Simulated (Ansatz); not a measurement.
## Hf2NF2 MXene monolayer in a perpendicular field

Aim: how the Hf2NF2 MXene monolayer screens a field along its normal, and what the field does to its bands. A positive field points along +c.

Calculated with Ansatz 0.2.0; plane-wave DFT, PBE-D3(BJ), Ansatz PAW, in the first sound run; inputs show where later runs differ.

Most raw output is cut from this account.

## Step 1: Starting point

The cell holds 5 atoms: 2 F, 2 Hf and 1 N. Its edges and angles: a = 3.217 Å, b = 3.217 Å, c = 40.384 Å, α = 90.0°, β = 90.0°, γ = 120.0°. Vacuum lies along c.

## Step 2: Relaxation

The starting cell is a guess, so the in-plane lattice and the atoms are relaxed first, with the slab cut off from its images along the normal.

input.yaml

```yaml
crystal:
  lattice:
    - [3.2175, 0.0, 0.0]
    - [-1.60875, 2.7864367367, 0.0]
    - [0.0, 0.0, 40.3840795587]
  atoms:
    - { symbol: F, position: [0.3333333333, 0.6666666667, 0.4420058646] }
    - { symbol: Hf, position: [0.6666666667, 0.3333333333, 0.4685633598], spin: 1.0 }
    - { symbol: "N", position: [0.0, 0.0, 0.5] }
    - { symbol: Hf, position: [0.3333333333, 0.6666666667, 0.5314366402], spin: 1.0 }
    - { symbol: F, position: [0.6666666667, 0.3333333333, 0.5579941354] }
  periodic: [true, true, false]
magnetization:
  spin_polarized: true
kpoints:
  mp_grid: { grid: [12, 12, 1] }
hamiltonian:
  xc: pbe
  dispersion: d3bj
scf:
  occupations: { method: fermi_dirac, width: 0.05 }
  convergence: { dr2_threshold: 1.0e-09 }
relax:
  f_tol: 0.004
  max_steps: 90
  cell: {}
output:
  write_potential: true
  write_density: true
  volumetric_format: npy
```

Started as:

```console
$ ansatz run input.yaml --threads 4 --pin off --max-ram 6144MiB --backend cpu --events-out ev --progress --plain --runs-dir out
```

Run time: 1.8 min. Hardware: 4 threads of Intel Xeon Platinum 8488C (Sapphire Rapids), shared host; peak memory 1.2 GiB.

Step by step:

| step | energy less that of the first step (eV) | largest force component (eV/Å) | volume (Å³) |
| --- | --- | --- | --- |
| 1 | 0.0000 | 4.6191 | 362.06 |
| 2 | -0.9037 | 1.7711 | 365.15 |
| 3 | -1.0283 | 0.1016 | 361.91 |
| 4 | -1.0328 | 0.0847 | 359.31 |
| 5 | -1.0384 | 0.1643 | 353.61 |
| 6 | -1.0387 | 0.0279 | 355.00 |
| 7 | -1.0385 | 0.0308 | 355.27 |
| 8 | -1.0386 | 0.0027 | 355.12 |
| 9* | -1.0346 | 0.0029 | 355.12 |
| 10 | -1.0350 | 0.0027 | 354.60 |
| 11* | -1.0346 | 0.0026 | 354.60 |

Relaxation steps marked * repeat the geometry before them on a plane-wave basis chosen anew for their cell, so energy and pressure can jump there. Relaxation step 7 was tried and not accepted.

Forces are held to the 12 operations that the run works with; a distortion that breaks them can't arise in this run.

| cell as run | before | after | change |
| --- | --- | --- | --- |
| a (Å) | 3.217 | 3.184 | -1.0 % |
| b (Å) | 3.217 | 3.184 | -1.0 % |

The atoms that moved most (Å, along periodic axes as changes of fractional coordinates times the final cell, across vacuum about the mean position):

| atom | dx | dy | dz | length |
| --- | --- | --- | --- | --- |
| F5 | 0.000 | 0.000 | 0.249 | 0.249 |
| F1 | 0.000 | 0.000 | -0.249 | 0.249 |
| Hf2 | 0.000 | 0.000 | 0.061 | 0.061 |
| Hf4 | 0.000 | 0.000 | -0.061 | 0.061 |

The relaxed structure:

```xyz
5
Lattice="3.1842 0.0000 0.0000 -1.5921 2.7576 0.0000 0.0000 0.0000 40.3841" Properties=species:S:1:pos:R:3
F     0.0000    1.8384   17.6013
Hf    1.5921    0.9192   18.9838
N     0.0000    0.0000   20.1920
Hf    0.0000    1.8384   21.4003
F     1.5921    0.9192   22.7828
```

This step gave:

* energy at zero smearing: -33450.1201 eV

The lattice constant a goes from 3.217 to 3.184 Å.

## Step 3: Single point, field 0, start network

A sawtooth potential applies the field, turning back in the middle of the vacuum. With the dipole correction the typed value is the field outside the slab. The induced dipole is small, so the SCF threshold is tight.

The cell differs from the one that the last finished run ended in (c 40.384 → 23.182 Å).

input.yaml

```yaml
crystal:
  lattice:
    - [3.184187966, 0.0, 0.0]
    - [-1.592093983, 2.757587669, 0.0]
    - [0.0, 0.0, 23.1815031153]
  atoms:
    - { symbol: F, position: [0.3333333333, 0.6666666667, 0.3882405707] }
    - { symbol: Hf, position: [0.6666666667, 0.3333333333, 0.4478793199] }
    - { symbol: "N", position: [0.0, 0.0, 0.5] }
    - { symbol: Hf, position: [0.3333333333, 0.6666666667, 0.5521206801] }
    - { symbol: F, position: [0.6666666667, 0.3333333333, 0.6117594293] }
kpoints:
  mp_grid: { grid: [18, 18, 1] }
  band_path:
    path: [[0, 0, 0], [0.5, 0, 0], [0.33333333, 0.33333333, 0], [0, 0, 0]]
    npoints: 16
hamiltonian:
  xc: pbe
  dispersion: d3bj
scf:
  occupations: { method: fermi_dirac, width: 0.05 }
  convergence: { dr2_threshold: 1.0e-10 }
efield:
  axis: 3
  dipole_correction: true
  ramp_position: 0.97
  ramp_width: 0.06
  amplitude: 0
output:
  dos: { projected: true, e_range: [-6, 5] }
  bader: true
  write_potential: true
  write_density: true
  volumetric_format: npy
  elf: true
```

Run time: 17 s. Hardware: 4 threads; peak memory 0.78 GiB.

Numbers from this step:

```
energy at zero smearing   : -33450.1274 eV
work function, upper face : 3.373 eV
dipole along the normal   : 1.09e-7 e·Å
```

Running mean over a fixed 2.8 Å (it still follows the layers) of the planar mean; the ramp of the sawtooth is left out. Electron's electrostatic potential energy less the Fermi level against z:

| z (Å) | electron's electrostatic potential energy less the Fermi level (eV) |
| --- | --- |
| 3 | 3.37 |
| 4 | 3.37 |
| 5 | 3.37 |
| 6 | 3.37 |
| 7 | 3.20 |
| 8 | 0.211 |
| 9 | -5.30 |
| 10 | -10.7 |
| 11 | -12.3 |
| 12 | -12.6 |
| 13 | -11.1 |
| 14 | -6.52 |
| 15 | -0.539 |
| 16 | 2.97 |
| 17 | 3.36 |
| 18 | 3.37 |
| 19 | 3.37 |
| 20 | 3.37 |

The density of states has structure finer than the step of the table below, so its rows give means over 0.2 eV, whole bins alone (the curve runs from -6 to 1.99 eV). Peaks (eV: height): -5.86: 6.93, -1.40: 2.49, -0.65: 2.75, 1.22: 5.14, 1.53: 4.84, 1.61: 6.77, 1.91: 9.12.

The density of states by energy, zero at the Fermi level; means over each step:

| energy (eV) | density of states (states/eV a cell) |
| --- | --- |
| -5.8 | 3.22 |
| -5.6 | 0.0277 |
| -5.4 | 0 |
| -5.2 | 0 |
| -5.0 | 0 |
| -4.8 | 0 |
| -4.6 | 0 |
| -4.4 | 0 |
| -4.2 | 0 |
| -4.0 | 0 |
| -3.8 | 0 |
| -3.6 | 0 |
| -3.4 | 0 |
| -3.2 | 0.422 |
| -3.0 | 0.694 |
| -2.8 | 0.753 |
| -2.6 | 0.763 |
| -2.4 | 0.810 |
| -2.2 | 0.860 |
| -2.0 | 0.918 |
| -1.8 | 1.10 |
| -1.6 | 1.20 |
| -1.4 | 0.907 |
| -1.2 | 0.533 |
| -1.0 | 0.420 |
| -0.8 | 0.821 |
| -0.6 | 1.48 |
| -0.4 | 1.68 |
| -0.2 | 1.30 |
| 0.0 | 1.23 |
| 0.2 | 1.20 |
| 0.4 | 1.13 |
| 0.6 | 1.14 |
| 0.8 | 1.25 |
| 1.0 | 1.67 |
| 1.2 | 2.79 |
| 1.4 | 2.57 |
| 1.6 | 5.19 |
| 1.8 | 5.32 |

Projected DOS per atom over height of the atomic layer and energy from the Fermi level. Layers: F Hf N Hf F from below.

Values in states/eV, 22 rows by 5 columns, each cell a mean:
```
0.17 2.10 0.44 2.10 0.17
0.12 1.43 0.26 1.43 0.12
0.07 0.87 0.28 0.87 0.07
0.04 0.49 0.12 0.49 0.04
0.04 0.48 0.09 0.48 0.04
0.04 0.53 0.06 0.53 0.04
0.05 0.69 0.06 0.69 0.05
0.03 0.47 0.04 0.47 0.03
0.01 0.20 0.02 0.20 0.01
0.03 0.37 0.04 0.37 0.03
0.04 0.48 0.05 0.48 0.04
0.03 0.37 0.03 0.37 0.03
0.03 0.34 0.02 0.34 0.03
0.03 0.32 0.01 0.32 0.03
0.01 0.11 0.00 0.11 0.01
0.00 0.00 0.00 0.00 0.00
0.00 0.00 0.00 0.00 0.00
0.00 0.00 0.00 0.00 0.00
0.00 0.00 0.00 0.00 0.00
0.00 0.00 0.00 0.00 0.00
0.00 0.00 0.00 0.00 0.00
0.18 0.34 1.76 0.34 0.18
```
Columns: height of the atomic layer (Å) from 9 to 14.2 (not evenly spaced); rows upwards: energy from the Fermi level (eV) from -5.96 to 1.96.

Electronic bands along the path, in eV, zero at the Fermi level:

| point | band 32 | band 33 | band 34 | band 35 | band 36 | band 37 | band 38 | band 39 |
| --- | --- | --- | --- | --- | --- | --- | --- | --- |
| Γ | -6.44 | -5.70 | -5.70 | -0.41 | -0.32 | -0.32 | 0.15 | 1.05 |
| halfway | -6.56 | -6.33 | -5.85 | -2.18 | 0.29 | 1.10 | 1.23 | 1.67 |
| M | -6.93 | -6.09 | -5.82 | -3.25 | 1.22 | 2.66 | 2.87 | 3.25 |
| halfway | -6.89 | -6.39 | -6.15 | -2.21 | 1.28 | 1.35 | 1.98 | 3.01 |
| K | -6.82 | -6.82 | -6.19 | -0.17 | 0.17 | 0.17 | 1.94 | 3.10 |
| halfway | -6.59 | -6.33 | -6.14 | -1.61 | -0.88 | 1.66 | 1.76 | 2.14 |
| Γ | -6.44 | -5.70 | -5.70 | -0.41 | -0.32 | -0.32 | 0.15 | 1.05 |

ELF in the ca plane at fractional y = 0.333, with atoms of Hf and F within 0.2 Å of it. It is the smooth field of the valence electrons, not physical close to the nuclei.

Ten even steps from '0' (0.00) to '9' (0.84), each cell a mean:
```
00000000000000000001102675223211158864100000
00000000000000000000027999523321498996300000
00000000000000000000038999723321596797310000
00000000000000000000016999513321389996200000
00000000000000000012212564233221147763100000
00000000000000000124531112464223201110000000
00000000000000000135652123675234310000000000
00000000000000000124431122464222112210000000
```
Columns run along c (16.0 Å, from fractional 0.07 to 0.76 of the cell), rows up along a (3.2 Å). Atoms in or near the plane, at fractional coordinates: Hf at (0.45, 0.67), F at (0.61, 0.67).

Valence density in the ca plane at fractional y = 0.333, with atoms of Hf and F within 0.2 Å of it. It is the smooth field of the valence electrons, not physical close to the nuclei.

Values in e/Å³, 5 rows by 16 columns, each cell a mean:
```
 0  0  0  0  0  0  0  6  1  0  0  2  0  0  0  0
 0  0  0  0  0  0  1 21  3  0  1  7  0  0  0  0
 0  0  0  0  0  0  0  6  1  0  1  2  0  0  0  0
 0  0  0  0  0  0  0  0  0  1  0  0  0  0  0  0
 0  0  0  0  0  0  0  0  0  1  0  0  0  0  0  0
```
Columns run along c (16.0 Å, from fractional 0.13 to 0.82 of the cell), rows up along a (3.2 Å). Atoms in or near the plane, at fractional coordinates: Hf at (0.45, 0.67), F at (0.61, 0.67).

Electrostatic potential energy in the ca plane at fractional y = 0.333, with atoms of Hf and F within 0.2 Å of it. With pseudopotentials it is smooth inside the atoms' cores, unlike the true potential.

Ten even steps from '0' (-37 eV) to '9' (7 eV), each cell a mean:
```
99999999999999999874225788777877999999999999
99999999999999999740001588888610499999999999
99999999999999998730000488888400189999999999
99999999999999999750001688888721599999999999
99999999999999999874335788777888999999999999
99999999999999999987778887656789999999999999
99999999999999999988888887545789999999999999
99999999999999999987777887656789999999999999
```
Columns run along c (16.0 Å, from fractional 0.13 to 0.82 of the cell; values clipped at the 3rd and 97th percentile), rows up along a (3.2 Å). Atoms in or near the plane, at fractional coordinates: Hf at (0.45, 0.67), F at (0.61, 0.67).

The work function of the upper face is 3.37 eV.

## Step 4: Atoms held, field 0.05 V/Å

Edit input.yaml of step 3 so:

```diff
@@ -27,6 +27,4 @@
   ramp_width: 0.06
-  amplitude: 0
+  amplitude: 0.05
 output:
-  dos: { projected: true, e_range: [-6, 5] }
-  bader: true
   write_potential: true
@@ -34,2 +32 @@
   volumetric_format: npy
-  elf: true
```

The job ended after 10 s (4 threads; peak memory 0.76 GiB; 39 s of CPU time).

The dipole is 0.0134 e·Å.

## Step 5: Atoms held, field -0.05 V/Å

Edit input.yaml of step 4 so:

```diff
@@ -27,3 +27,3 @@
   ramp_width: 0.06
-  amplitude: 0.05
+  amplitude: -0.05
 output:
```

It took 10 s on 4 threads; peak memory 0.76 GiB; 39 s of CPU time.

The dipole is -0.0134 e·Å.

## Step 6: Single point, field 0.1 V/Å

Edit input.yaml of step 5 so:

```diff
@@ -25,5 +25,5 @@
   dipole_correction: true
-  ramp_position: 0.97
-  ramp_width: 0.06
-  amplitude: -0.05
+  ramp_position: 0.9254
+  ramp_width: 0.1493
+  amplitude: 0.1
 output:
```

Elapsed: 14 s, on 4 threads; peak memory 0.76 GiB; 53 s of CPU time.

The dipole is 0.0268 e·Å.

## Step 7: Single point, field 0.2 V/Å

Edit input.yaml of step 6 so:

```diff
@@ -27,3 +27,3 @@
   ramp_width: 0.1493
-  amplitude: 0.1
+  amplitude: 0.2
 output:
```

Elapsed: 18 s, on 4 threads; peak memory 0.75 GiB; 67 s of CPU time.

The dipole is 0.0536 e·Å.

## Step 8: Atoms held, field 0.3 V/Å

Edit input.yaml of step 7 so:

```diff
@@ -25,6 +25,8 @@
   dipole_correction: true
-  ramp_position: 0.9254
-  ramp_width: 0.1493
-  amplitude: 0.2
+  ramp_position: 0.9223
+  ramp_width: 0.1555
+  amplitude: 0.3
 output:
+  dos: { projected: true, e_range: [-6, 5] }
+  bader: true
   write_potential: true
@@ -32 +34,2 @@
   volumetric_format: npy
+  elf: true
```

Wall time 27 s (4 threads); peak memory 0.76 GiB.

The dipole is 0.0804 e·Å.

## Step 9: Response, atoms held

This step: plane-wave DFT, PBE-D3(BJ), Ansatz PAW; response to a field along the normal, atoms held (Ansatz 0.2.0).

The dipoles give the slope, and the difference of two potentials shows where the field is screened.

This step gave:

```
equivalent conductor thickness p/(ε₀AE) : 5.516 Å
distance between the outer atoms        : 5.182 Å
```

Table of dipole of the cell by applied field:

| applied field (V/Å) | dipole of the cell (e·Å) |
| --- | --- |
| -0.050 | -0.0134 |
| 0.000 | 1.1e-7 |
| 0.050 | 0.0134 |
| 0.100 | 0.0268 |
| 0.200 | 0.0536 |
| 0.300 | 0.0804 |

Local field over the applied field, running mean. From the potentials at -0.05 and 0.05 V/Å; running mean over 2.5 Å. Table of local field over applied field by z:

| z (Å) | local field over applied field |
| --- | --- |
| 4.5 | 1.000 |
| 5.0 | 0.999 |
| 5.5 | 0.998 |
| 6.0 | 0.994 |
| 6.5 | 0.981 |
| 7.0 | 0.945 |
| 7.5 | 0.862 |
| 8.0 | 0.744 |
| 8.5 | 0.602 |
| 9.0 | 0.449 |
| 9.5 | 0.296 |
| 10.0 | 0.177 |
| 10.5 | 0.0892 |
| 11.0 | 0.0299 |
| 11.5 | -5.0e-4 |
| 12.0 | 0.0147 |
| 12.5 | 0.0648 |
| 13.0 | 0.142 |
| 13.5 | 0.247 |
| 14.0 | 0.392 |
| 14.5 | 0.548 |
| 15.0 | 0.694 |
| 15.5 | 0.823 |
| 16.0 | 0.921 |
| 16.5 | 0.972 |
| 17.0 | 0.991 |
| 17.5 | 0.997 |
| 18.0 | 0.999 |
| 18.5 | 1.000 |
| 19.0 | 1.000 |

Electrons, planar mean, per unit field. Induced electron density against z:

| z (Å) | induced electron density (e/Å³ per V/Å) |
| --- | --- |
| 4.06 | 7.0e-7 |
| 4.49 | 1.6e-6 |
| 4.93 | 3.3e-6 |
| 5.22 | 5.6e-6 |
| 5.65 | 1.3e-5 |
| 6.09 | 3.0e-5 |
| 6.52 | 7.7e-5 |
| 6.95 | 2.1e-4 |
| 7.24 | 4.0e-4 |
| 7.68 | 0.00106 |
| 8.11 | 0.00241 |
| 8.55 | 0.00288 |
| 8.98 | 0.00153 |
| 9.42 | 9.0e-4 |
| 9.71 | 9.0e-4 |
| 10.14 | 0.00163 |
| 10.58 | 8.4e-4 |
| 11.01 | 3.8e-4 |
| 11.45 | 2.8e-4 |
| 11.74 | -2.8e-4 |
| 12.17 | -3.8e-4 |
| 12.60 | -8.4e-4 |
| 13.04 | -0.00163 |
| 13.47 | -9.0e-4 |
| 13.76 | -9.0e-4 |
| 14.20 | -0.00153 |
| 14.63 | -0.00288 |
| 15.07 | -0.00241 |
| 15.50 | -0.00106 |
| 15.94 | -4.0e-4 |
| 16.23 | -2.1e-4 |
| 16.66 | -7.7e-5 |
| 17.10 | -3.0e-5 |
| 17.53 | -1.3e-5 |
| 17.97 | -5.6e-6 |
| 18.26 | -3.3e-6 |
| 18.69 | -1.6e-6 |
| 19.12 | -7.0e-7 |

By hand: between -0.05 and 0.05 V/Å the dipole changes by 0.02676 e·Å, a slope of 0.2676 e·Å²/V. A perfect conductor of thickness t has p = ε₀AEt, so t = 180.95 × 0.2676 / 8.781 = 5.51 Å (e/ε₀ = 180.95 V·Å, A in Å²).

The induced dipole is that of a conductor 5.52 Å thick.

## Step 10: The same run with other settings

This step: plane-wave DFT, PBE-D3(BJ), Ansatz PAW, but for the change named below (Ansatz 0.2.0).

A run with a changed input: it repeats the earlier run at 0.05 V/Å with hamiltonian.xc from pbe to revpbe, scf.eigensolver.kind to davidson, scf.occupations.method from fermi_dirac to cold and scf.occupations.width from 0.05 to 0.005.

input.yaml, the sections that differ from step 8:

```yaml
hamiltonian:
  xc: revpbe
  dispersion: d3bj
scf:
  occupations: { method: cold, width: 0.005 }
  convergence: { dr2_threshold: 1.0e-10 }
  eigensolver: { kind: davidson }
efield:
  axis: 3
  dipole_correction: true
  ramp_position: 0.97
  ramp_width: 0.06
  amplitude: 0.05
output:
  write_potential: true
  write_density: true
  volumetric_format: npy
# crystal, kpoints: as in step 8
```

The job ended after 20 s (4 threads; peak memory 0.72 GiB; 76 s of CPU time).

Numbers from this step:

```
dipole along the normal : 0.01340 e·Å
```

Electronic bands along the path, in eV, zero at the Fermi level:

| point | band 32 | band 33 | band 34 | band 35 | band 36 | band 37 | band 38 | band 39 |
| --- | --- | --- | --- | --- | --- | --- | --- | --- |
| Γ | -6.44 | -5.71 | -5.71 | -0.40 | -0.30 | -0.30 | 0.21 | 1.13 |
| halfway | -6.57 | -6.34 | -5.86 | -2.17 | 0.30 | 1.11 | 1.27 | 1.71 |
| M | -6.94 | -6.11 | -5.83 | -3.24 | 1.25 | 2.69 | 2.91 | 3.26 |
| halfway | -6.91 | -6.40 | -6.16 | -2.20 | 1.30 | 1.37 | 2.02 | 3.04 |
| K | -6.83 | -6.83 | -6.20 | -0.15 | 0.17 | 0.18 | 1.97 | 3.13 |
| halfway | -6.60 | -6.34 | -6.15 | -1.60 | -0.86 | 1.67 | 1.79 | 2.20 |
| Γ | -6.44 | -5.71 | -5.71 | -0.40 | -0.30 | -0.30 | 0.21 | 1.13 |

| quantity | this run | earlier run | difference |
| --- | --- | --- | --- |
| dipole along the normal (e·Å) | 0.01340 | 0.01338 | 1.6e-5 |

The dipole moves by under 0.5 % or 5e-5 e·Å. The run took 16 SCF cycles against 13.

Of the bands kept, 2 cross the Fermi level on this path.

## Step 11: The same run with other settings

This step: plane-wave DFT, PBE-D3(BJ), Ansatz PAW (Ansatz 0.2.0).

Another changed input: it repeats the earlier run at 0.05 V/Å with scf.algorithm to density_mixing and scf.mixing.preconditioner to ldos.

Edit input.yaml of step 10 so:

```diff
@@ -17,8 +17,9 @@
 hamiltonian:
-  xc: revpbe
+  xc: pbe
   dispersion: d3bj
 scf:
-  occupations: { method: cold, width: 0.005 }
+  occupations: { method: fermi_dirac, width: 0.05 }
   convergence: { dr2_threshold: 1.0e-10 }
-  eigensolver: { kind: davidson }
+  algorithm: density_mixing
+  mixing: { preconditioner: ldos }
 efield:
```

The job ended after 18 s (4 threads; peak memory 0.76 GiB; 67 s of CPU time).

Numbers from this step:

* energy at zero smearing: -33450.1278 eV
* dipole along the normal: 0.01338 e·Å

Electronic bands along the path, in eV, zero at the Fermi level:

| point | band 32 | band 33 | band 34 | band 35 | band 36 | band 37 | band 38 | band 39 |
| --- | --- | --- | --- | --- | --- | --- | --- | --- |
| Γ | -6.44 | -5.70 | -5.70 | -0.41 | -0.32 | -0.32 | 0.15 | 1.05 |
| halfway | -6.56 | -6.33 | -5.85 | -2.18 | 0.29 | 1.10 | 1.23 | 1.67 |
| M | -6.93 | -6.09 | -5.82 | -3.25 | 1.22 | 2.66 | 2.87 | 3.25 |
| halfway | -6.89 | -6.39 | -6.15 | -2.21 | 1.28 | 1.35 | 1.98 | 3.01 |
| K | -6.82 | -6.82 | -6.19 | -0.17 | 0.16 | 0.17 | 1.94 | 3.10 |
| halfway | -6.59 | -6.33 | -6.14 | -1.61 | -0.88 | 1.66 | 1.76 | 2.14 |
| Γ | -6.44 | -5.70 | -5.70 | -0.41 | -0.32 | -0.32 | 0.15 | 1.05 |

| quantity | this run | earlier run | difference |
| --- | --- | --- | --- |
| dipole along the normal (e·Å) | 0.01338 | 0.01338 | 0 |

The dipole moves by under 0.5 % or 5e-5 e·Å.

Of the bands kept, 2 cross the Fermi level on this path.

## Step 12: Summary of results

```json
{
 "gap without field": "none",
 "work function, upper face": "3.37 eV",
 "equivalent conductor thickness, atoms held": "5.52 Å"
}
```

The induced dipole equals that of a perfect conductor 5.52 Å thick, while the outer atoms lie 5.18 Å apart. There is no gap over 0.03 eV, with or without the field. The first relaxation ran with spin and lost its moment, and the later runs have none; other magnetic states were not tried. Spin-orbit coupling is left out, which matters for the bands of elements this heavy. The MXene's terminations sit over the metal atoms of its far layer; the site over carbon or nitrogen, which some compounds prefer, was not run.

[Logs are printed without paths, hosts, clocks, repeated set-up lines and the standing remarks that a program may print on its own settings, such as how far it seeks lower states.]

[Hosts, paths, dates, database ids (printed as entryN), source tags and the programs' standing remarks are cut or masked in the printed files.]

[Maps of the electrostatic potential energy from Ansatz leave out the sawtooth potential of an applied field or a dipole correction, so their vacuum need not be flat; planar profiles and work functions include it.]
